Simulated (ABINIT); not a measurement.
# MgS (F-43m): G0W0 in ABINIT against the screening cutoff in the self-energy

How does the gap of MgS (F-43m) converge in the screening cutoff in the self-energy?

Method: LDA and many-body steps on it, plane waves, in ABINIT 10.8.3.

### 1. Starting point

Symmetry: F-43m, No. 216, cubic system. Conventional cell: a = 5.666 Å, b = 5.666 Å, c = 5.666 Å, α = 90.00°, β = 90.00°, γ = 90.00°. Nearest to Mg lie 4 S at 2.45 Å. S has 4 Mg at 2.45 Å nearest. Farther neighbours and most contacts between anions are not listed.

The cell and positions are those that the Materials Project relaxed with its own functionals (PBE, PBE+U or r2SCAN), kept fixed. This is not the form that MgS usually takes at ambient conditions.

### 2. Screening, 4×4×4 mesh, 81 bands, screening to 176.9 eV

This step: ABINIT 10.8.3; RPA screening on LDA, plane waves, norm-conserving pseudopotentials.

The RPA dielectric matrix is built and inverted for each q.

The input, run.abi:

```
acell 3*1.0 Angstrom
rprim 
  -0.000000000000 2.833120046800 2.833120046800
  2.833120046800 -0.000000000000 2.833120046800
  2.833120046800 2.833120046800 -0.000000000000
ntypat 2
znucl 12 16
natom 2
typat 1 2
xred 
  0.000000000000 0.000000000000 0.000000000000
  0.750000000000 0.750000000000 0.750000000000
pp_dirpath "pseudos"
pseudos "Mg.upf, S.upf"
ecut 38
ngkpt 4 4 4
nshiftk 1
shiftk 0 0 0
kptopt 1
chksymbreak 0
istwfk *1
occopt 1
irdwfk 1
optdriver 3
nband 81
ecuteps 6.5
inclvkb 2
awtr 1
symchi 1
indata_prefix "in"
outdata_prefix "out"
tmpdata_prefix "tmp"
```

Started as:

```sh
$ OMP_NUM_THREADS=1 mpirun -n 4 abinit run.abi > log
```

Log:

```text
.Version 10.8.3 of ABINIT. v10.8.2 released Aug 2026.

 Symmetries : space group F-4 3 m (#216); Bravais cF (face-center cubic)
[... echo of the input left out ...]
== DATASET  1 ==================================================================
-   mpi_nproc: 4, omp_nthreads: 1 (-1 if OMP is not activated)

--- !DatasetInfo
iteration_state: {dtset: 1, }
dimensions: {natom: 2, nkpt: 8, mband: 81, nsppol: 1, nspinor: 1, nspden: 1, mpw: 3479, }
cutoff_energies: {ecut:  38.0, pawecutdg:  -1.0, }
electrons: {nelect:   1.60000000E+01, charge:   0.00000000E+00, occopt:   1.00000000E+00, tsmear:   1.00000000E-02, }

 SCREENING: Calculation of the susceptibility and dielectric matrices

 Based on a program developped by R.W. Godby, V. Olevano, G. Onida, and L. Reining.
 Incorporated in ABINIT by V. Olevano, G.-M. Rignanese, and M. Torrent.
.Using double precision arithmetic ; gwpc =  8

[... cell and pseudopotentials left out ...]
--------------------------------------------------------------------------------

 ==== K-mesh for the wavefunctions ====
 Number of points in the irreducible wedge :     8
[... list of points left out ...]
 Together with 24 symmetry operations and time-reversal symmetry
 yields    64 points in the full Brillouin Zone.

 ==== Q-mesh for the screening function ====
 Number of points in the irreducible wedge :     8
[... list of points left out ...]
 Together with 24 symmetry operations and time-reversal symmetry
 yields    64 points in the full Brillouin Zone.

 setmesh: FFT mesh size selected  =    30x   30x   30
          total number of points  =        27000

 vcoul_init : cutoff-mode = AUXILIARY_FUNCTION
 q-points for optical limit:   1
     1)      0.000010    0.000020    0.000030

- screening: taking advantage of time-reversal symmetry
- Maximum band index for partially occupied states nbvw = 8
- Remaining bands to be divided among processors   nbcw = 73
- Number of bands treated by each node ~18

 Number of electrons calculated from density =   16.0000; Expected =   16.0000
 average of density, n =  0.052131
 r_s =    1.6606
 omega_plasma =   22.0244 [eV]

 calculating chi0 at frequencies [eV] :
  1    0.000000E+00    0.000000E+00
  2    0.000000E+00    2.202444E+01

--------------------------------------------------------------------------------
  q-point number  1        q = ( 0.000000, 0.000000, 0.000000) [r.l.u.]
--------------------------------------------------------------------------------
[... chi0 elements left out ...]
 For q-point:  0.000010 0.000020 0.000030
  dielectric constant =   4.4099
  dielectric constant without local fields =   5.1839

  Average fulfillment of the sum rule on Im[epsilon] for q-point    1 :     57.21  [%]
[... wings left out ...]
  q-point number  2        q = ( 0.250000, 0.000000, 0.000000) [r.l.u.]
--------------------------------------------------------------------------------
[... chi0 elements left out ...]
  Average fulfillment of the sum rule on Im[epsilon] for q-point    2 :     65.40  [%]

 [... 6 further q-points ...]
```

Elapsed: 15 s, on 4 MPI ranks of Arm Neoverse V2, shared host; peak memory 0.73 GiB; 59 s of CPU time.

This step gave:

- ε∞ with local fields, on this mesh, along the program's q direction: 4.410
- the same without local fields: 5.184
- plasma frequency: 22.02 eV
- plane waves in the screening matrix: 259

Local fields lower ε∞ by 15 %. On a Γ-centred mesh this coarse the value itself is usually too large, while a short band sum pulls it down.

### 3. 0.7 Ha

This step: G0W0 on LDA, plane waves, norm-conserving pseudopotentials.

run.abi, as its differences from that of step 2:

```diff
@@ -23,8 +23,15 @@
 irdwfk 1
-optdriver 3
+optdriver 4
 nband 81
-ecuteps 6.5
-inclvkb 2
-awtr 1
-symchi 1
+gwcalctyp 0
+ecutsigx 38
+symsigma 1
+nkptgw 1
+kptgw 
+  0.0000000000 0.0000000000 0.0000000000
+bdgw 
+  6 12
+ecuteps 0.7
+irdscr 1
+ppmodel 1
 indata_prefix "in"
```

Log:

```text
.Version 10.8.3 of ABINIT. v10.8.2 released Aug 2026.

 Symmetries : space group F-4 3 m (#216); Bravais cF (face-center cubic)
[... echo of the input left out ...]
== DATASET  1 ==================================================================
-   mpi_nproc: 4, omp_nthreads: 1 (-1 if OMP is not activated)

--- !DatasetInfo
iteration_state: {dtset: 1, }
dimensions: {natom: 2, nkpt: 8, mband: 81, nsppol: 1, nspinor: 1, nspden: 1, mpw: 3479, }
cutoff_energies: {ecut:  38.0, pawecutdg:  -1.0, }
electrons: {nelect:   1.60000000E+01, charge:   0.00000000E+00, occopt:   1.00000000E+00, tsmear:   1.00000000E-02, }

 SIGMA: Calculation of the GW corrections

 Based on a program developped by R.W. Godby, V. Olevano, G. Onida, and L. Reining.
 Incorporated in ABINIT by V. Olevano, G.-M. Rignanese, and M. Torrent.
.Using double precision arithmetic ; gwpc =  8

[... cell and pseudopotentials left out ...]
--------------------------------------------------------------------------------

 ==== K-mesh for the wavefunctions ====
 Number of points in the irreducible wedge :     8
[... list of points left out ...]
 Together with 24 symmetry operations and time-reversal symmetry
 yields    64 points in the full Brillouin Zone.

 ==== Q-mesh for screening function ====
 Number of points in the irreducible wedge :     8
[... list of points left out ...]
 Together with 24 symmetry operations and time-reversal symmetry
 yields    64 points in the full Brillouin Zone.

 vcoul_init : cutoff-mode = AUXILIARY_FUNCTION
 q-points for optical limit:   1
     1)      0.000010    0.000020    0.000030
 setmesh: FFT mesh size selected  =    45x   45x   45
          total number of points  =        91125

 Number of electrons calculated from density =   16.0000; Expected =   16.0000
 average of density, n =  0.052131
 r_s =    1.6606
 omega_plasma =   22.0244 [eV]

 === KS Band Gaps ===
  >>>> For spin  1
   Minimum direct gap =   3.1654 [eV], located at k-point      :   0.0000  0.0000  0.0000
   Fundamental gap    =   3.1654 [eV], Top of valence bands at :   0.0000  0.0000  0.0000
                                       Bottom of conduction at :   0.0000  0.0000  0.0000
 SIGMA fundamental parameters:
 PLASMON POLE MODEL  1
 number of plane-waves for SigmaX                 3479
 number of plane-waves for SigmaC and W             15
 number of plane-waves for wavefunctions          3479
 number of bands                                    81
 number of independent spin polarizations            1
 number of spinorial components                      1
 number of k-points in IBZ                           8
 number of q-points in IBZ                           8
 number of symmetry operations                      24
 number of k-points in BZ                           64
 number of q-points in BZ                           64
 number of frequencies for dSigma/dE                 9
 frequency step for dSigma/dE [eV]                0.25
 number of omega for Sigma on real axis              0
 max omega for Sigma on real axis  [eV]           0.00
 zcut for avoiding poles [eV]                     0.10

 EPSILON^-1 parameters (SCR file):
 dimension of the eps^-1 matrix on file            259
 dimension of the eps^-1 matrix used                15
 number of plane-waves for wavefunctions          3479
 number of bands                                    81
 number of q-points in IBZ                           8
 number of frequencies                               2
 number of real frequencies                          1
 number of imag frequencies                          1

 matrix elements of self-energy operator (all in [eV])

 Perturbative Calculation

--- !SelfEnergy_ee
iteration_state: {dtset: 1, }
kpoint     : [   0.000,    0.000,    0.000, ]
spin       : 1
KS_gap     :    3.165
QP_gap     :    4.716
Delta_QP_KS:    1.551
data: !SigmaeeData |
     Band     E0 <VxcDFT>   SigX SigC(E0)      Z dSigC/dE  Sig(E)    E-E0       E
        6   1.305 -12.870 -16.221   2.399   0.804  -0.244 -13.635  -0.765   0.539
        7   1.305 -12.870 -16.221   2.399   0.804  -0.244 -13.635  -0.765   0.539
        8   1.305 -12.870 -16.221   2.399   0.804  -0.244 -13.635  -0.765   0.539
        9   4.470  -9.360  -5.069  -3.341   0.827  -0.209  -8.574   0.785   5.255
       10   9.041 -10.175  -4.841  -3.655   0.817  -0.224  -8.804   1.370  10.412
       11   9.041 -10.175  -4.841  -3.655   0.817  -0.224  -8.804   1.370  10.412
       12   9.041 -10.175  -4.841  -3.655   0.817  -0.224  -8.804   1.370  10.412

== END DATASET(S) ==============================================================
================================================================================

 -outvars: echo values of variables after computation  --------
           etotal      0.0000000000E+00
            nband          81
             nkpt           8
          spgroup         216
 [... the other variables as echoed above ...]

 Calculation completed.
```

It took 2.1 s on 4 MPI ranks; peak memory 0.16 GiB.

This step gave:

* G0W0 gap on the points computed: 4.716 eV
* starting gap on the mesh: 3.165 eV
* k of the valence top: 0, 0, 0
* k of the conduction bottom: 0, 0, 0
* Z at the valence top: 0.804
* Z at the conduction bottom: 0.827
* least direct G0W0 gap on the computed points: 4.716 eV

### 4. 1.3 Ha

run.abi, as its differences from that of step 3:

```diff
@@ -33,3 +33,3 @@
   6 12
-ecuteps 0.7
+ecuteps 1.3
 irdscr 1
```

Log:

```text
.Version 10.8.3 of ABINIT. v10.8.2 released Aug 2026.

 Symmetries : space group F-4 3 m (#216); Bravais cF (face-center cubic)
[... echo of the input left out ...]
== DATASET  1 ==================================================================
-   mpi_nproc: 4, omp_nthreads: 1 (-1 if OMP is not activated)

--- !DatasetInfo
iteration_state: {dtset: 1, }
dimensions: {natom: 2, nkpt: 8, mband: 81, nsppol: 1, nspinor: 1, nspden: 1, mpw: 3479, }
cutoff_energies: {ecut:  38.0, pawecutdg:  -1.0, }
electrons: {nelect:   1.60000000E+01, charge:   0.00000000E+00, occopt:   1.00000000E+00, tsmear:   1.00000000E-02, }

 SIGMA: Calculation of the GW corrections

 Based on a program developped by R.W. Godby, V. Olevano, G. Onida, and L. Reining.
 Incorporated in ABINIT by V. Olevano, G.-M. Rignanese, and M. Torrent.
.Using double precision arithmetic ; gwpc =  8

[... cell and pseudopotentials left out ...]
--------------------------------------------------------------------------------

 ==== K-mesh for the wavefunctions ====
 Number of points in the irreducible wedge :     8
[... list of points left out ...]
 Together with 24 symmetry operations and time-reversal symmetry
 yields    64 points in the full Brillouin Zone.

 ==== Q-mesh for screening function ====
 Number of points in the irreducible wedge :     8
[... list of points left out ...]
 Together with 24 symmetry operations and time-reversal symmetry
 yields    64 points in the full Brillouin Zone.

 vcoul_init : cutoff-mode = AUXILIARY_FUNCTION
 q-points for optical limit:   1
     1)      0.000010    0.000020    0.000030
 setmesh: FFT mesh size selected  =    45x   45x   45
          total number of points  =        91125

 Number of electrons calculated from density =   16.0000; Expected =   16.0000
[...]
number of q-points in BZ                           64
 number of frequencies for dSigma/dE                 9
 frequency step for dSigma/dE [eV]                0.25
 number of omega for Sigma on real axis              0
 max omega for Sigma on real axis  [eV]           0.00
 zcut for avoiding poles [eV]                     0.10

 EPSILON^-1 parameters (SCR file):
 dimension of the eps^-1 matrix on file            259
 dimension of the eps^-1 matrix used                15
 number of plane-waves for wavefunctions          3479
 number of bands                                    81
 number of q-points in IBZ                           8
 number of frequencies                               2
 number of real frequencies                          1
 number of imag frequencies                          1

 matrix elements of self-energy operator (all in [eV])

 Perturbative Calculation

--- !SelfEnergy_ee
iteration_state: {dtset: 1, }
kpoint     : [   0.000,    0.000,    0.000, ]
spin       : 1
KS_gap     :    3.165
QP_gap     :    4.716
Delta_QP_KS:    1.551
data: !SigmaeeData |
     Band     E0 <VxcDFT>   SigX SigC(E0)      Z dSigC/dE  Sig(E)    E-E0       E
        6   1.305 -12.870 -16.221   2.399   0.804  -0.244 -13.635  -0.765   0.539
        7   1.305 -12.870 -16.221   2.399   0.804  -0.244 -13.635  -0.765   0.539
        8   1.305 -12.870 -16.221   2.399   0.804  -0.244 -13.635  -0.765   0.539
        9   4.470  -9.360  -5.069  -3.341   0.827  -0.209  -8.574   0.785   5.255
       10   9.041 -10.175  -4.841  -3.655   0.817  -0.224  -8.804   1.370  10.412
       11   9.041 -10.175  -4.841  -3.655   0.817  -0.224  -8.804   1.370  10.412
       12   9.041 -10.175  -4.841  -3.655   0.817  -0.224  -8.804   1.370  10.412

== END DATASET(S) ==============================================================
================================================================================

 -outvars: echo values of variables after computation  --------
           etotal      0.0000000000E+00
            nband          81
             nkpt           8
          spgroup         216
 [... the other variables as echoed above ...]

 Calculation completed.
```

Elapsed: 2.1 s, on 4 MPI ranks; peak memory 0.16 GiB; 7.9 s of CPU time.

This step gave:

* G0W0 gap on the points computed: 4.716 eV
* starting gap on the mesh: 3.165 eV
* k of the valence top: 0, 0, 0
* k of the conduction bottom: 0, 0, 0
* Z at the valence top: 0.804
* Z at the conduction bottom: 0.827
* least direct G0W0 gap on the computed points: 4.716 eV

### 5. 2.3 Ha

The self-energy is evaluated for the states that the input lists, and the levels follow from it, in one-shot runs by the linearised quasiparticle equation.

run.abi, as its differences from that of step 4:

```diff
@@ -33,3 +33,3 @@
   6 12
-ecuteps 1.3
+ecuteps 2.3
 irdscr 1
```

Log:

```text
.Version 10.8.3 of ABINIT. v10.8.2 released Aug 2026.

 Symmetries : space group F-4 3 m (#216); Bravais cF (face-center cubic)
[... echo of the input left out ...]
== DATASET  1 ==================================================================
-   mpi_nproc: 4, omp_nthreads: 1 (-1 if OMP is not activated)

--- !DatasetInfo
iteration_state: {dtset: 1, }
dimensions: {natom: 2, nkpt: 8, mband: 81, nsppol: 1, nspinor: 1, nspden: 1, mpw: 3479, }
cutoff_energies: {ecut:  38.0, pawecutdg:  -1.0, }
[...]
10   9.041 -10.175  -4.841  -3.903   0.809  -0.235  -9.017   1.158  10.199
       11   9.041 -10.175  -4.841  -3.903   0.809  -0.235  -9.017   1.158  10.199
       12   9.041 -10.175  -4.841  -3.903   0.809  -0.235  -9.017   1.158  10.199

== END DATASET(S) ==============================================================
================================================================================

 -outvars: echo values of variables after computation  --------
           etotal      0.0000000000E+00
            nband          81
             nkpt           8
          spgroup         216
 [... the other variables as echoed above ...]

 Calculation completed.
```

Elapsed: 2.2 s, on 4 MPI ranks; peak memory 0.16 GiB.

Numbers from this step:

* G0W0 gap on the points computed: 4.92 eV
* starting gap on the mesh: 3.165 eV
* k of the valence top: 0, 0, 0
* k of the conduction bottom: 0, 0, 0
* least direct G0W0 gap on the computed points: 4.92 eV

The gap on the mesh goes from 3.17 eV to 4.92 eV, a correction of +1.75 eV.

[end of part 1 of 2]

[Paths, hosts, dates, memory and timing lines, banners, echoed tables and standing remarks are left out of the program output.]

[Logs are printed without paths, hosts, clocks, repeated set-up lines and the standing remarks that a program may print on its own settings, such as how far it seeks lower states.]

[Runs of the session that timed out or met a known fault of the program may be left out.]

[Hosts, paths, dates, database ids (printed as entryN), source tags and the programs' standing remarks are cut or masked in the printed files.]

[G0W0 gaps are taken among the corrected bands and points alone; a level outside them can change the order at an edge.]

[Where Ansatz stands beside ABINIT at settings called matched, ABINIT's density can come from a denser mesh and the files from another edition; pairs whose starting gaps differed by over 0.03 eV were left out, so agreement reads better than it is.]
